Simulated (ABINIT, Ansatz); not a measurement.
**LiHS (Ama2): G0W0 on several meshes in ABINIT**

Wanted: mesh dependence and cost of G0W0 for LiHS (Ama2).

Calculated with ABINIT 10.8.3; PBEsol and many-body steps on it, plane waves.

Most raw output is cut from this account.

### 1. The starting structure

The structure is orthorhombic, space group Ama2 (No. 40). The conventional cell has a = 6.157 Å, b = 5.618 Å, c = 5.515 Å, α = 90.00°, β = 90.00°, γ = 90.00°. Nearest to Li lie 4 S at 2.49 to 2.51 Å. Nearest to H lie 1 S at 1.35 Å. S has 1 H at 1.35 Å and 4 Li at 2.49 to 2.51 Å nearest. Farther neighbours and most contacts between anions are not listed.

The cell and positions come from the Crystallography Open Database and are kept as given unless a step says otherwise.

### 2. Empty states on the mesh, 2×2×2 mesh, 180 bands

This step: ABINIT 10.8.3; DFT, PBEsol, plane waves, norm-conserving pseudopotentials.

The sums over transitions need many empty states on a uniform mesh; this step solves for them.

Input file run.abi:

```
acell 3*1.0 Angstrom
rprim 
  6.156870000000 0.000000000000 0.000000000000
  0.000000000000 2.809205000000 2.757390000000
  0.000000000000 -2.809205000000 2.757390000000
ntypat 3
znucl 3 1 16
natom 6
typat 1 1 2 2 3 3
xred 
  0.500000000000 0.501660000000 0.501660000000
  0.000000000000 0.501660000000 0.501660000000
  0.250000000000 0.133090000000 0.983490000000
  0.750000000000 0.983490000000 0.133090000000
  0.750000000000 0.998760000000 0.475340000000
  0.250000000000 0.475340000000 0.998760000000
pp_dirpath "pseudos"
pseudos "Li.upf, H.upf, S.upf"
ecut 33
ngkpt 2 2 2
nshiftk 1
shiftk 0 0 0
kptopt 1
chksymbreak 0
iscf -2
irdden 1
istwfk *1
nband 180
nbdbuf 16
tolwfr 1e-09
nstep 60
prtvol 0
indata_prefix "in"
outdata_prefix "out"
tmpdata_prefix "tmp"
```

Started as:

```sh
> OMP_NUM_THREADS=1 mpirun -n 4 abinit run.abi > log
```

Run time: 1.9 min. Hardware: 4 MPI ranks of Arm Neoverse N1, shared host; peak memory 0.41 GiB; 7.6 min of CPU time.

Numbers from this step:

```yaml
gap: 3.330 eV
k_of_the_valence_top: 0, 0, 0
k_of_the_conduction_bottom: 0, 0, 0
least_direct_gap: 3.330 eV
k_points_computed: 6
lowest_point_of_the_top_converged_band_above_the_valence_top: 73.3633 eV
```

On this mesh the gap is 3.330 eV.

The density comes from a self-consistent run that is not shown.

### 3. Screening, 2×2×2 mesh, 73 bands, screening to 114.3 eV

The RPA dielectric matrix is built and inverted for each q.

This step: RPA screening on PBEsol, plane waves, norm-conserving pseudopotentials.

run.abi, as its differences from that of step 2:

```diff
@@ -24,10 +24,11 @@
 chksymbreak 0
-iscf -2
-irdden 1
 istwfk *1
-nband 180
-nbdbuf 16
-tolwfr 1e-09
-nstep 60
-prtvol 0
+occopt 1
+irdwfk 1
+optdriver 3
+nband 73
+ecuteps 4.2
+inclvkb 2
+awtr 1
+symchi 1
 indata_prefix "in"
```

Wall time 16 s (4 MPI ranks); peak memory 0.95 GiB.

This step gave:

| Quantity | Value |
| --- | --- |
| ε∞ with local fields, on this mesh, along the program's q direction | 3.727 |
| the same without local fields | 4.617 |
| plasma frequency | 17.00 eV |
| plane waves in the screening matrix | 283 |

Local fields lower ε∞ by 19 %. On a Γ-centred mesh this coarse the value itself is usually too large, while a short band sum pulls it down.

### 4. 2×2×2

The self-energy is evaluated for the states that the input lists, and the levels follow from it, in one-shot runs by the linearised quasiparticle equation.

This step: G0W0 on PBEsol, plane waves, norm-conserving pseudopotentials.

run.abi, as its differences from that of step 3:

```diff
@@ -27,8 +27,15 @@
 irdwfk 1
-optdriver 3
+optdriver 4
 nband 73
+gwcalctyp 0
+ecutsigx 33
+symsigma 1
+nkptgw 1
+kptgw 
+  0.0000000000 0.0000000000 0.0000000000
+bdgw 
+  9 12
 ecuteps 4.2
-inclvkb 2
-awtr 1
-symchi 1
+irdscr 1
+ppmodel 1
 indata_prefix "in"
```

Run time: 6.7 s. Hardware: 4 MPI ranks; peak memory 0.76 GiB; 26 s of CPU time.

This step gave:

```yaml
g0w0_gap_on_the_points_computed: 5.473 eV
starting_gap_on_the_mesh: 3.330 eV
k_of_the_valence_top: 0, 0, 0
k_of_the_conduction_bottom: 0, 0, 0
z_at_the_valence_top: 0.797
z_at_the_conduction_bottom: 0.827
least_direct_g0w0_gap_on_the_computed_points: 5.473 eV
```

The gap on the mesh goes from 3.33 eV to 5.47 eV, a correction of +2.14 eV.

### 5. Empty states on the mesh, 1×2×2 mesh, 79 bands

This step: DFT, PBEsol, plane waves, norm-conserving pseudopotentials.

run.abi, as its differences from that of step 4:

```diff
@@ -19,3 +19,3 @@
 ecut 33
-ngkpt 2 2 2
+ngkpt 1 2 2
 nshiftk 1
@@ -24,18 +24,10 @@
 chksymbreak 0
+iscf -2
+irdden 1
 istwfk *1
-occopt 1
-irdwfk 1
-optdriver 4
-nband 73
-gwcalctyp 0
-ecutsigx 33
-symsigma 1
-nkptgw 1
-kptgw 
-  0.0000000000 0.0000000000 0.0000000000
-bdgw 
-  9 12
-ecuteps 4.2
-irdscr 1
-ppmodel 1
+nband 79
+nbdbuf 6
+tolwfr 1e-09
+nstep 60
+prtvol 0
 indata_prefix "in"
```

Wall time 22 s (4 MPI ranks); peak memory 0.31 GiB; 88 s of CPU time.

Numbers from this step:

| Quantity | Value |
| --- | --- |
| gap | 3.330 eV |
| k of the valence top | 0, 0, 0 |
| k of the conduction bottom | 0, 0, 0 |
| least direct gap | 3.330 eV |
| k points computed | 3 |
| lowest point of the top converged band, above the valence top | 38.80 eV |

On this mesh the gap is 3.330 eV.

### 6. Screening, 1×2×2 mesh, 73 bands, screening to 114.3 eV

This step: RPA screening on PBEsol, plane waves, norm-conserving pseudopotentials.

run.abi, as its differences from that of step 5:

```diff
@@ -24,10 +24,11 @@
 chksymbreak 0
-iscf -2
-irdden 1
 istwfk *1
-nband 79
-nbdbuf 6
-tolwfr 1e-09
-nstep 60
-prtvol 0
+occopt 1
+irdwfk 1
+optdriver 3
+nband 73
+ecuteps 4.2
+inclvkb 2
+awtr 1
+symchi 1
 indata_prefix "in"
```

Elapsed: 7.6 s, on 4 MPI ranks; peak memory 0.69 GiB; 30 s of CPU time.

Numbers from this step:

```yaml
eps_infinity_with_local_fields_on_this_mesh_along_the_program_s_q_direction: 3.870
the_same_without_local_fields: 4.77
plasma_frequency: 17.00 eV
plane_waves_in_the_screening_matrix: 283
```

### 7. 1×2×2

This step: G0W0 on PBEsol, plane waves, norm-conserving pseudopotentials.

run.abi, as its differences from that of step 6:

```diff
@@ -27,8 +27,15 @@
 irdwfk 1
-optdriver 3
+optdriver 4
 nband 73
+gwcalctyp 0
+ecutsigx 33
+symsigma 1
+nkptgw 1
+kptgw 
+  0.0000000000 0.0000000000 0.0000000000
+bdgw 
+  9 12
 ecuteps 4.2
-inclvkb 2
-awtr 1
-symchi 1
+irdscr 1
+ppmodel 1
 indata_prefix "in"
```

The job ended after 4.8 s (4 MPI ranks; peak memory 0.47 GiB; 19 s of CPU time).

Numbers from this step:

```
G0W0 gap on the points computed              : 5.434 eV
starting gap on the mesh                     : 3.330 eV
k of the valence top                         : 0, 0, 0
k of the conduction bottom                   : 0, 0, 0
Z at the valence top                         : 0.787
Z at the conduction bottom                   : 0.818
least direct G0W0 gap on the computed points : 5.434 eV
```

Against G0W0 in ABINIT (2×2×2 mesh, 73 bands, screening to 114.3 eV, Godby-Needs plasmon pole), the gap moves by −0.039 eV.

### 8. Empty states on the mesh, 2×4×4 mesh, 79 bands

This step: DFT, PBEsol, plane waves, norm-conserving pseudopotentials.

run.abi, as its differences from that of step 7:

```diff
@@ -19,3 +19,3 @@
 ecut 33
-ngkpt 1 2 2
+ngkpt 2 4 4
 nshiftk 1
@@ -24,18 +24,10 @@
 chksymbreak 0
+iscf -2
+irdden 1
 istwfk *1
-occopt 1
-irdwfk 1
-optdriver 4
-nband 73
-gwcalctyp 0
-ecutsigx 33
-symsigma 1
-nkptgw 1
-kptgw 
-  0.0000000000 0.0000000000 0.0000000000
-bdgw 
-  9 12
-ecuteps 4.2
-irdscr 1
-ppmodel 1
+nband 79
+nbdbuf 6
+tolwfr 1e-09
+nstep 60
+prtvol 0
 indata_prefix "in"
```

The job ended after 69 s (4 MPI ranks; peak memory 0.4 GiB; 4.6 min of CPU time).

Numbers from this step:

- gap: 3.330 eV
- k of the valence top: 0, 0, 0
- k of the conduction bottom: 0, 0, 0
- least direct gap: 3.330 eV
- k points computed: 14
- lowest point of the top converged band, above the valence top: 38.53 eV

On this mesh the gap is 3.330 eV.

### 9. Screening, 2×4×4 mesh, 73 bands, screening to 114.3 eV

This step: RPA screening on PBEsol, plane waves, norm-conserving pseudopotentials.

run.abi, as its differences from that of step 8:

```diff
@@ -24,10 +24,11 @@
 chksymbreak 0
-iscf -2
-irdden 1
 istwfk *1
-nband 79
-nbdbuf 6
-tolwfr 1e-09
-nstep 60
-prtvol 0
+occopt 1
+irdwfk 1
+optdriver 3
+nband 73
+ecuteps 4.2
+inclvkb 2
+awtr 1
+symchi 1
 indata_prefix "in"
```

The job ended after 81 s (4 MPI ranks; peak memory 1.7 GiB).

Numbers from this step:

* ε∞ with local fields, on this mesh, along the program's q direction: 3.018
* the same without local fields: 3.731
* plasma frequency: 17.00 eV
* plane waves in the screening matrix: 283

### 10. 2×4×4

This step: G0W0 on PBEsol, plane waves, norm-conserving pseudopotentials.

run.abi, as its differences from that of step 9:

```diff
@@ -27,8 +27,15 @@
 irdwfk 1
-optdriver 3
+optdriver 4
 nband 73
+gwcalctyp 0
+ecutsigx 33
+symsigma 1
+nkptgw 1
+kptgw 
+  0.0000000000 0.0000000000 0.0000000000
+bdgw 
+  9 12
 ecuteps 4.2
-inclvkb 2
-awtr 1
-symchi 1
+irdscr 1
+ppmodel 1
 indata_prefix "in"
```

Run time: 11 s. Hardware: 4 MPI ranks; peak memory 1.2 GiB; 45 s of CPU time.

This step gave:

```
G0W0 gap on the points computed              : 5.699 eV
starting gap on the mesh                     : 3.330 eV
k of the valence top                         : 0, 0, 0
k of the conduction bottom                   : 0, 0, 0
least direct G0W0 gap on the computed points : 5.699 eV
```

Against G0W0 in ABINIT (2×2×2 mesh, 73 bands, screening to 114.3 eV, Godby-Needs plasmon pole), the gap moves by +0.226 eV.

### 11. Side by side

Times are wall times on 4 MPI ranks of Arm Neoverse N1, shared host, good to a factor of about two. A run's time includes the screening step that it read.

```csv
run,mesh,bands,screening cutoff (eV),DFT gap (eV),gap on the mesh (eV),direct (eV),ε∞ used,time
2×2×2,2×2×2,73,114.3,3.330,5.473,5.473,3.73,23 s
1×2×2,1×2×2,73,114.3,3.330,5.434,5.434,3.87,12 s
2×4×4,2×4×4,73,114.3,3.330,5.699,5.699,3.02,92 s
```

### 12. What came out

```
2×2×2        : 5.473 eV
1×2×2        : 5.434 eV
2×4×4        : 5.699 eV
known limits : not at the basis limit; coarse k mesh
```

In words: 1×2×2: −0.039 eV against 2×2×2. 2×4×4: +0.226 eV against 2×2×2. Bands and cutoff are finite, so the gap is not at the basis limit. The miss can reach some tenths of an eV and take either sign; the mesh is an error of its own. In the G0W0 runs levels were corrected at 1 k point alone, so a gap called «on the mesh» is the least over those, and an edge elsewhere would be missed. The 2×2×2 mesh is coarse for this cell, which bears on the long-range parts of exchange and screening.

[Paths, hosts, dates, memory and timing lines, banners, echoed tables and standing remarks are left out of the program output.]

[Logs are printed without paths, hosts, clocks, repeated set-up lines and the standing remarks that a program may print on its own settings, such as how far it seeks lower states.]

[Runs of the session that timed out or met a known fault of the program may be left out.]

[Hosts, paths, dates, database ids (printed as entryN), source tags and the programs' standing remarks are cut or masked in the printed files.]

[G0W0 gaps are taken among the corrected bands and points alone; a level outside them can change the order at an edge.]

[Where Ansatz stands beside ABINIT at settings called matched, ABINIT's density can come from a denser mesh and the files from another edition; pairs whose starting gaps differed by over 0.03 eV were left out, so agreement reads better than it is.]
